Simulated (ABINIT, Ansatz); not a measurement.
# MgPbSe3 (Pm-3m): zone-centre phonons, part 4 of 5

Which modes does MgPbSe3 (Pm-3m) have at the zone centre?

ABINIT 10.8.3; DFT LDA, scalar-relativistic, plane waves, HGH norm-conserving pseudopotentials.

So far, highest optical zone-centre mode (no LO-TO term) (cm⁻¹): step 5 (zone-centre analysis) 209. The relaxed cell has a = 5.286 Å (conventional setting).

The structure was built from a prototype and need not be the compound's stable phase.

## 6. Sum rules set otherwise (asr 0)

Without the rule the raw error of the acoustic modes shows.

Contents of anaddb.abi:

```
ddb_filepath "gamma_DDB"
output_file "anaddb.abo"
outdata_prefix "anaddb"
asr 0
chneut 0
enunit 2
eivec 1
nph1l 1
qph1l 0.0 0.0 0.0 1.0
```

Contents of mrgddb.in:

```
gamma_DDB
merged
2
dfpt_gammao_DDB
gso_DDB
```

On the command line:

```
$ mrgddb < mrgddb.in > mrgddb.log
$ OMP_NUM_THREADS=1 anaddb anaddb.abi > anaddb.log
```

anaddb.abo, the main output file:

```text
-outvars_anaddb: echo values of input variables ----------------------

 Miscellaneous information :
      enunit         2
       eivec         1
      chneut         0
 First list of wavevector (reduced coord.) :
       nph1l         1
       qph1l
                     0.00000000E+00  0.00000000E+00  0.00000000E+00    1.000E+00

================================================================================

 read the DDB information and perform some checks

  ==== Info on the Cryst% object ====
 Real(R)+Recip(G) space primitive vectors, cartesian coordinates (Bohr,Bohr^-1):
 R(1)=  9.9884565  0.0000000  0.0000000  G(1)=  0.1001156  0.0000000  0.0000000
 R(2)=  0.0000000  9.9884565  0.0000000  G(2)=  0.0000000  0.1001156  0.0000000
 R(3)=  0.0000000  0.0000000  9.9884565  G(3)=  0.0000000  0.0000000  0.1001156
 Unit cell volume ucvol=  9.9654093E+02 bohr^3
 Angles (23,13,12)=  9.00000000E+01  9.00000000E+01  9.00000000E+01 degrees
 Time-reversal symmetry is present
 Reduced atomic positions [iatom, xred, symbol]:
    1)    0.0000000  0.0000000  0.0000000  Mg
    2)    0.5000000  0.5000000  0.5000000  Pb
    3)    0.5000000  0.5000000  0.0000000  Se
    4)    0.5000000  0.0000000  0.5000000  Se
    5)    0.0000000  0.5000000  0.5000000  Se

 DDB file with 3 blocks has been read.

================================================================================

 Treat the first list of vectors

  Phonon wavevector (reduced coordinates) :  0.00000  0.00000  0.00000
 Phonon energies in Hartree :
  -7.047709E-04 -7.047709E-04 -7.047709E-04 -4.303072E-04 -4.303072E-04
  -4.303072E-04 -2.213506E-04 -2.213506E-04 -2.213506E-04  4.143753E-06
   4.143753E-06  4.143755E-06  9.505379E-04  9.505379E-04  9.505379E-04
 Phonon energies in meV     :
- -1.917779E+01 -1.917779E+01 -1.917779E+01 -1.170925E+01 -1.170925E+01
- -1.170925E+01 -6.023256E+00 -6.023256E+00 -6.023256E+00  1.127573E-01
-  1.127573E-01  1.127573E-01  2.586545E+01  2.586545E+01  2.586545E+01
 Phonon frequencies in cm-1    :
- -1.546793E+02 -1.546793E+02 -1.546793E+02 -9.444151E+01 -9.444151E+01
- -9.444151E+01 -4.858084E+01 -4.858084E+01 -4.858084E+01  9.094486E-01
-  9.094487E-01  9.094490E-01  2.086189E+02  2.086189E+02  2.086189E+02
 Phonon frequencies in Thz     :
- -4.637170E+00 -4.637170E+00 -4.637170E+00 -2.831285E+00 -2.831285E+00
- -2.831285E+00 -1.456417E+00 -1.456417E+00 -1.456417E+00  2.726458E-02
-  2.726459E-02  2.726460E-02  6.254239E+00  6.254239E+00  6.254239E+00
 Phonon energies in Kelvin  :
- -2.225491E+02 -2.225491E+02 -2.225491E+02 -1.358803E+02 -1.358803E+02
- -1.358803E+02 -6.989698E+01 -6.989698E+01 -6.989698E+01  1.308494E+00
-  1.308494E+00  1.308494E+00  3.001561E+02  3.001561E+02  3.001561E+02

 Eigendisplacements
 (will be given, for each mode : in cartesian coordinates
   for each atom the real part of the displacement vector,
   then the imaginary part of the displacement vector - absolute values smaller than 1.0d-7 are set to zero)
  Mode number    1   Energy   -7.047709E-04
 Attention : low frequency mode.
   (Could be unstable or acoustic mode)
-  1  0.00000000E+00  0.00000000E+00 -4.27929802E-03
-     0.00000000E+00  0.00000000E+00  0.00000000E+00
-  2  0.00000000E+00  0.00000000E+00 -1.10190218E-04
-     0.00000000E+00  0.00000000E+00  0.00000000E+00
-  3  0.00000000E+00  0.00000000E+00  7.01991628E-06
-     0.00000000E+00  0.00000000E+00  0.00000000E+00
-  4  0.00000000E+00  0.00000000E+00  7.99638755E-04
-     0.00000000E+00  0.00000000E+00  0.00000000E+00
-  5  0.00000000E+00  0.00000000E+00  7.99638755E-04
-     0.00000000E+00  0.00000000E+00  0.00000000E+00
  Mode number    2   Energy   -7.047709E-04
 Attention : low frequency mode.
   (Could be unstable or acoustic mode)
-  1  0.00000000E+00 -4.27929802E-03  0.00000000E+00
-     0.00000000E+00  0.00000000E+00  0.00000000E+00
-  2  0.00000000E+00 -1.10190218E-04  0.00000000E+00
-     0.00000000E+00  0.00000000E+00  0.00000000E+00
-  3  0.00000000E+00  7.99638755E-04  0.00000000E+00
-     0.00000000E+00  0.00000000E+00  0.00000000E+00
-  4  0.00000000E+00  7.01991628E-06  0.00000000E+00
-     0.00000000E+00  0.00000000E+00  0.00000000E+00
-  5  0.00000000E+00  7.99638755E-04  0.00000000E+00
-     0.00000000E+00  0.00000000E+00  0.00000000E+00
  Mode number    3   Energy   -7.047709E-04
 Attention : low frequency mode.
   (Could be unstable or acoustic mode)
-  1  4.27929802E-03  0.00000000E+00  0.00000000E+00
-     0.00000000E+00  0.00000000E+00  0.00000000E+00
-  2  1.10190218E-04  0.00000000E+00  0.00000000E+00
-     0.00000000E+00  0.00000000E+00  0.00000000E+00
-  3 -7.99638755E-04  0.00000000E+00  0.00000000E+00
-     0.00000000E+00  0.00000000E+00  0.00000000E+00
-  4 -7.99638755E-04  0.00000000E+00  0.00000000E+00
-     0.00000000E+00  0.00000000E+00  0.00000000E+00
-  5 -7.01991628E-06  0.00000000E+00  0.00000000E+00
-     0.00000000E+00  0.00000000E+00  0.00000000E+00
  Mode number    4   Energy   -4.303072E-04
 Attention : low frequency mode.
   (Could be unstable or acoustic mode)
-  1  0.00000000E+00  0.00000000E+00  0.00000000E+00
-     0.00000000E+00  0.00000000E+00  0.00000000E+00
-  2  0.00000000E+00  0.00000000E+00  0.00000000E+00
-     0.00000000E+00  0.00000000E+00  0.00000000E+00
-  3  0.00000000E+00  0.00000000E+00  0.00000000E+00
-     0.00000000E+00  0.00000000E+00  0.00000000E+00
-  4  0.00000000E+00  0.00000000E+00  1.86380890E-03
-     0.00000000E+00  0.00000000E+00  0.00000000E+00
-  5  0.00000000E+00  0.00000000E+00 -1.86380890E-03
-     0.00000000E+00  0.00000000E+00  0.00000000E+00
  Mode number    5   Energy   -4.303072E-04
 Attention : low frequency mode.
   (Could be unstable or acoustic mode)
-  1  0.00000000E+00  0.00000000E+00  0.00000000E+00
-     0.00000000E+00  0.00000000E+00  0.00000000E+00
-  2  0.00000000E+00  0.00000000E+00  0.00000000E+00
-     0.00000000E+00  0.00000000E+00  0.00000000E+00
-  3  0.00000000E+00 -1.86380890E-03  0.00000000E+00
-     0.00000000E+00  0.00000000E+00  0.00000000E+00
-  4  0.00000000E+00  0.00000000E+00  0.00000000E+00
-     0.00000000E+00  0.00000000E+00  0.00000000E+00
-  5  0.00000000E+00  1.86380890E-03  0.00000000E+00
-     0.00000000E+00  0.00000000E+00  0.00000000E+00
  Mode number    6   Energy   -4.303072E-04
 Attention : low frequency mode.
   (Could be unstable or acoustic mode)
-  1  0.00000000E+00  0.00000000E+00  0.00000000E+00
-     0.00000000E+00  0.00000000E+00  0.00000000E+00
-  2  0.00000000E+00  0.00000000E+00  0.00000000E+00
-     0.00000000E+00  0.00000000E+00  0.00000000E+00
-  3  1.86380890E-03  0.00000000E+00  0.00000000E+00
-     0.00000000E+00  0.00000000E+00  0.00000000E+00
-  4 -1.86380890E-03  0.00000000E+00  0.00000000E+00
-     0.00000000E+00  0.00000000E+00  0.00000000E+00
-  5  0.00000000E+00  0.00000000E+00  0.00000000E+00
-     0.00000000E+00  0.00000000E+00  0.00000000E+00
  Mode number    7   Energy   -2.213506E-04
 Attention : low frequency mode.
   (Could be unstable or acoustic mode)
-  1  0.00000000E+00  0.00000000E+00 -1.75387778E-03
-     0.00000000E+00  0.00000000E+00  0.00000000E+00
-  2  0.00000000E+00  0.00000000E+00  9.78182597E-04
-     0.00000000E+00  0.00000000E+00  0.00000000E+00
-  3  0.00000000E+00  0.00000000E+00  5.14037201E-04
-     0.00000000E+00  0.00000000E+00  0.00000000E+00
-  4  0.00000000E+00  0.00000000E+00 -1.26996263E-03
-     0.00000000E+00  0.00000000E+00  0.00000000E+00
-  5  0.00000000E+00  0.00000000E+00 -1.26996263E-03
-     0.00000000E+00  0.00000000E+00  0.00000000E+00
  Mode number    8   Energy   -2.213506E-04
 Attention : low frequency mode.
   (Could be unstable or acoustic mode)
-  1  0.00000000E+00  1.75387778E-03  0.00000000E+00
-     0.00000000E+00  0.00000000E+00  0.00000000E+00
-  2  0.00000000E+00 -9.78182597E-04  0.00000000E+00
-     0.00000000E+00  0.00000000E+00  0.00000000E+00
-  3  0.00000000E+00  1.26996263E-03  0.00000000E+00
-     0.00000000E+00  0.00000000E+00  0.00000000E+00
-  4  0.00000000E+00 -5.14037201E-04  0.00000000E+00
-     0.00000000E+00  0.00000000E+00  0.00000000E+00
-  5  0.00000000E+00  1.26996263E-03  0.00000000E+00
-     0.00000000E+00  0.00000000E+00  0.00000000E+00
  Mode number    9   Energy   -2.213506E-04
 Attention : low frequency mode.
   (Could be unstable or acoustic mode)
-  1  1.75387778E-03  0.00000000E+00  0.00000000E+00
-     0.00000000E+00  0.00000000E+00  0.00000000E+00
-  2 -9.78182597E-04  0.00000000E+00  0.00000000E+00
-     0.00000000E+00  0.00000000E+00  0.00000000E+00
-  3  1.26996263E-03  0.00000000E+00  0.00000000E+00
-     0.00000000E+00  0.00000000E+00  0.00000000E+00
-  4  1.26996263E-03  0.00000000E+00  0.00000000E+00
-     0.00000000E+00  0.00000000E+00  0.00000000E+00
-  5 -5.14037201E-04  0.00000000E+00  0.00000000E+00
-     0.00000000E+00  0.00000000E+00  0.00000000E+00
  Mode number   10   Energy    4.143753E-06
 Attention : low frequency mode.
   (Could be unstable or acoustic mode)
-  1  0.00000000E+00  0.00000000E+00 -1.08247608E-03
-     0.00000000E+00  0.00000000E+00  0.00000000E+00
-  2  0.00000000E+00  0.00000000E+00 -1.08206883E-03
-     0.00000000E+00  0.00000000E+00  0.00000000E+00
-  3  0.00000000E+00  0.00000000E+00 -1.08210095E-03
-     0.00000000E+00  0.00000000E+00  0.00000000E+00
-  4  0.00000000E+00  0.00000000E+00 -1.08245987E-03
-     0.00000000E+00  0.00000000E+00  0.00000000E+00
-  5  0.00000000E+00  0.00000000E+00 -1.08245987E-03
-     0.00000000E+00  0.00000000E+00  0.00000000E+00
  Mode number   11   Energy    4.143753E-06
 Attention : low frequency mode.
   (Could be unstable or acoustic mode)
-  1  0.00000000E+00  1.08247608E-03  0.00000000E+00
-     0.00000000E+00  0.00000000E+00  0.00000000E+00
-  2  0.00000000E+00  1.08206883E-03  0.00000000E+00
-     0.00000000E+00  0.00000000E+00  0.00000000E+00
-  3  0.00000000E+00  1.08245987E-03  0.00000000E+00
-     0.00000000E+00  0.00000000E+00  0.00000000E+00
-  4  0.00000000E+00  1.08210095E-03  0.00000000E+00
-     0.00000000E+00  0.00000000E+00  0.00000000E+00
-  5  0.00000000E+00  1.08245987E-03  0.00000000E+00
-     0.00000000E+00  0.00000000E+00  0.00000000E+00
  Mode number   12   Energy    4.143755E-06
 Attention : low frequency mode.
   (Could be unstable or acoustic mode)
-  1  1.08247608E-03  0.00000000E+00  0.00000000E+00
-     0.00000000E+00  0.00000000E+00  0.00000000E+00
-  2  1.08206883E-03  0.00000000E+00  0.00000000E+00
-     0.00000000E+00  0.00000000E+00  0.00000000E+00
-  3  1.08245987E-03  0.00000000E+00  0.00000000E+00
-     0.00000000E+00  0.00000000E+00  0.00000000E+00
-  4  1.08245987E-03  0.00000000E+00  0.00000000E+00
-     0.00000000E+00  0.00000000E+00  0.00000000E+00
-  5  1.08210095E-03  0.00000000E+00  0.00000000E+00
-     0.00000000E+00  0.00000000E+00  0.00000000E+00
  Mode number   13   Energy    9.505379E-04
-  1  0.00000000E+00  0.00000000E+00  1.02115094E-04
-     0.00000000E+00  0.00000000E+00  0.00000000E+00
-  2  0.00000000E+00  0.00000000E+00  7.12552032E-04
-     0.00000000E+00  0.00000000E+00  0.00000000E+00
-  3  0.00000000E+00  0.00000000E+00 -2.34783757E-03
-     0.00000000E+00  0.00000000E+00  0.00000000E+00
-  4  0.00000000E+00  0.00000000E+00  2.23242112E-04
-     0.00000000E+00  0.00000000E+00  0.00000000E+00
-  5  0.00000000E+00  0.00000000E+00  2.23242112E-04
-     0.00000000E+00  0.00000000E+00  0.00000000E+00
  Mode number   14   Energy    9.505379E-04
-  1  0.00000000E+00 -1.02115094E-04  0.00000000E+00
-     0.00000000E+00  0.00000000E+00  0.00000000E+00
-  2  0.00000000E+00 -7.12552032E-04  0.00000000E+00
-     0.00000000E+00  0.00000000E+00  0.00000000E+00
-  3  0.00000000E+00 -2.23242112E-04  0.00000000E+00
-     0.00000000E+00  0.00000000E+00  0.00000000E+00
-  4  0.00000000E+00  2.34783757E-03  0.00000000E+00
-     0.00000000E+00  0.00000000E+00  0.00000000E+00
-  5  0.00000000E+00 -2.23242112E-04  0.00000000E+00
-     0.00000000E+00  0.00000000E+00  0.00000000E+00
  Mode number   15   Energy    9.505379E-04
-  1  1.02115094E-04  0.00000000E+00  0.00000000E+00
-     0.00000000E+00  0.00000000E+00  0.00000000E+00
-  2  7.12552032E-04  0.00000000E+00  0.00000000E+00
-     0.00000000E+00  0.00000000E+00  0.00000000E+00
-  3  2.23242112E-04  0.00000000E+00  0.00000000E+00
-     0.00000000E+00  0.00000000E+00  0.00000000E+00
-  4  2.23242112E-04  0.00000000E+00  0.00000000E+00
-     0.00000000E+00  0.00000000E+00  0.00000000E+00
-  5 -2.34783757E-03  0.00000000E+00  0.00000000E+00
-     0.00000000E+00  0.00000000E+00  0.00000000E+00

 Analysis of degeneracies and characters (maximum tolerance=1.00E-06 a.u.)
 For each vibration mode, or group of modes if degenerate,
 the characters are given for each symmetry operation (see the list in the log file).
 Symmetry characters of vibration mode #   1
       degenerate with vibration modes #   2 to    3
  3.0 -3.0 -1.0  1.0 -1.0  1.0 -1.0  1.0  1.0 -1.0 -1.0  1.0  1.0 -1.0 -1.0  1.0
 -0.0  0.0 -0.0  0.0  0.0 -0.0  0.0 -0.0  1.0 -1.0 -1.0  1.0 -1.0  1.0  1.0 -1.0
 -0.0  0.0  0.0 -0.0  0.0 -0.0 -0.0  0.0  1.0 -1.0  1.0 -1.0 -1.0  1.0 -1.0  1.0
 Symmetry characters of vibration mode #   4
       degenerate with vibration modes #   5 to    6
  3.0 -3.0 -1.0  1.0 -1.0  1.0 -1.0  1.0 -1.0  1.0  1.0 -1.0 -1.0  1.0  1.0 -1.0
  0.0 -0.0  0.0 -0.0 -0.0  0.0 -0.0  0.0 -1.0  1.0  1.0 -1.0  1.0 -1.0 -1.0  1.0
  0.0 -0.0 -0.0  0.0 -0.0  0.0  0.0 -0.0 -1.0  1.0 -1.0  1.0  1.0 -1.0  1.0 -1.0
 Symmetry characters of vibration mode #   7
       degenerate with vibration modes #   8 to    9
  3.0 -3.0 -1.0  1.0 -1.0  1.0 -1.0  1.0  1.0 -1.0 -1.0  1.0  1.0 -1.0 -1.0  1.0
  0.0 -0.0  0.0 -0.0  0.0 -0.0 -0.0  0.0  1.0 -1.0 -1.0  1.0 -1.0  1.0  1.0 -1.0
  0.0 -0.0  0.0 -0.0 -0.0  0.0  0.0 -0.0  1.0 -1.0  1.0 -1.0 -1.0  1.0 -1.0  1.0
 Symmetry characters of vibration mode #  10
       degenerate with vibration modes #  11 to   12
  3.0 -3.0 -1.0  1.0 -1.0  1.0 -1.0  1.0  1.0 -1.0 -1.0  1.0  1.0 -1.0 -1.0  1.0
 -0.0  0.0 -0.0  0.0  0.0 -0.0  0.0 -0.0  1.0 -1.0 -1.0  1.0 -1.0  1.0  1.0 -1.0
 -0.0  0.0  0.0 -0.0  0.0 -0.0 -0.0  0.0  1.0 -1.0  1.0 -1.0 -1.0  1.0 -1.0  1.0
 Symmetry characters of vibration mode #  13
       degenerate with vibration modes #  14 to   15
  3.0 -3.0 -1.0  1.0 -1.0  1.0 -1.0  1.0  1.0 -1.0 -1.0  1.0  1.0 -1.0 -1.0  1.0
  0.0 -0.0  0.0 -0.0 -0.0  0.0 -0.0  0.0  1.0 -1.0 -1.0  1.0 -1.0  1.0  1.0 -1.0
  0.0 -0.0 -0.0  0.0 -0.0  0.0  0.0 -0.0  1.0 -1.0  1.0 -1.0 -1.0  1.0 -1.0  1.0
-
```

Wall time 0.49 s (1 thread of Arm Neoverse V1, shared host).

Zone-centre frequencies as printed; negative means imaginary. Modes:

| mode | frequency (cm⁻¹) |
| --- | --- |
| 1 | -154.7 |
| 2 | -154.7 |
| 3 | -154.7 |
| 4 | -94.44 |
| 5 | -94.44 |
| 6 | -94.44 |
| 7 | -48.58 |
| 8 | -48.58 |
| 9 | -48.58 |
| 10 | 0.91 |
| 11 | 0.91 |
| 12 | 0.91 |
| 13 | 208.6 |
| 14 | 208.6 |
| 15 | 208.6 |

[end of part 4 of 5]

[Host names and launcher messages were left out of these logs when they were recorded.]

[Logs are printed without paths, hosts, clocks, repeated set-up lines and the standing remarks that a program may print on its own settings, such as how far it seeks lower states.]

[Hosts, paths, dates, database ids (printed as entryN), source tags and the programs' standing remarks are cut or masked in the printed files.]
